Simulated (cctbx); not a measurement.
# Diagnosing a refinement

Cell a = 9.4880 Å, b = 9.4880 Å, c = 4.0850 Å, α = 90.00°, β = 90.00°, γ = 120.00°; space group P6_3/m (no. 176). The compound is Cu10P3.

Simulated single-crystal data (cctbx): Ga Kα, λ = 1.3414 Å, to d = 0.83 Å, 95 % of the full sphere, strongest reflection 70000 counts, noise from counting, a 1.5 % proportional error and a noise floor of 4 counts (s.d.); no absorption, and some extinction, which the refinements don't model.

An anisotropic refinement with weights 1/σ² prints:

```text
Rint 0.018, 227 unique reflections to 0.83 A
cycle     R1     wR2    GooF  max shift (A)
   1  0.0709  0.1714   9.459   0.00683
   3  0.0330  0.0850   4.690   0.00021
final R1 0.0331 wR2 0.0850 GooF 4.690  parameters 26  data/parameter 8.7
atom        x        y        z      Ueq    occ   su(xyz)  su(Uiso or U11)
Cu1    0.21530  0.50458  0.25000   0.0132  1.000  0.00019  0.0008
Cu2    0.44179  0.42055  0.25000   0.0168  1.000  0.00021  0.0008
Cu3    0.12119  0.16834  0.25000   0.0198  1.000  0.00019  0.0009
Ge1    0.33333  0.66667  0.75000   0.0308  1.000  0.00000  0.0010
P1     0.36340  0.10971  0.25000   0.0256  1.000  0.00043  0.0017
difference map: max 0.91 min -1.83 rms 0.25
Q1    0.2076  0.6542  0.7500    6    0.95  1.14 A from Ge1
Q2    0.0548  0.4029  0.7500    6    0.92  0.60 A from Cu2
Q3    0.0403  0.8566  0.2500    6    0.91  0.19 A from Cu3
Q4    0.0000  0.0000  0.0000    2    0.77  1.75 A from Cu3
Q5    0.0243  0.2625  0.2500    6    0.75  1.23 A from P1
Q6    0.0669  0.6806  0.7500    6    0.74  0.55 A from P1
```

**Question.** Can this result stand? If not, what is the likely fault?

Mend it. The fault: wrong element: Ge1 is Cu. Against the right model at the same level, R1 goes from 0.0107 to 0.0331 and GooF from 1.10 to 4.69, U of Ge1 swells from 0.0195 to 0.0308 Å², the top difference peak, 0.9 e/Å³, lies 1.14 Å from Ge1 and a hole of -1.8 e/Å³ opens. Ge1 has 3 electrons too many and its U swells to shed them, as expected.

The compound is Cu10P3. The right model at the same level gives:

```text
Rint 0.018, 227 unique reflections to 0.83 A
cycle     R1     wR2    GooF  max shift (A)
   1  0.0223  0.0499   2.751   0.00249
   2  0.0107  0.0199   1.096   0.00000
final R1 0.0107 wR2 0.0199 GooF 1.096  parameters 26  data/parameter 8.7
atom        x        y        z      Ueq    occ   su(xyz)  su(Uiso or U11)
Cu1    0.21553  0.50473  0.25000   0.0143  1.000  0.00004  0.0002
Cu2    0.44206  0.42117  0.25000   0.0177  1.000  0.00005  0.0002
Cu3    0.12101  0.16847  0.25000   0.0211  1.000  0.00004  0.0002
Cu4    0.33333  0.66667  0.75000   0.0195  1.000  0.00000  0.0002
P1     0.36309  0.11017  0.25000   0.0256  1.000  0.00009  0.0004
difference map: max 0.29 min -0.29 rms 0.08
Q1    0.1523  0.3899  0.6083   12    0.30  1.25 A from P1
Q2    0.1594  0.3199  0.1019   12    0.29  1.43 A from Cu3
Q3    0.0490  0.4224  0.0532   12    0.25  1.30 A from Cu2
Q4    0.0954  0.6982  0.2500    6    0.24  1.23 A from Cu2
Q5    0.0217  0.4004  0.2500    6    0.23  1.33 A from P1
Q6    0.2034  0.5174  0.7500    6    0.20  1.33 A from Cu4
```

The model is made up (kin elements in a known structure type, no relaxation), so it says nothing on whether the phase exists.

[Middle refinement cycles are left out of these outputs.]

[Logs are printed without paths, hosts, clocks, repeated set-up lines and the standing remarks that a program may print on its own settings, such as how far it seeks lower states.]
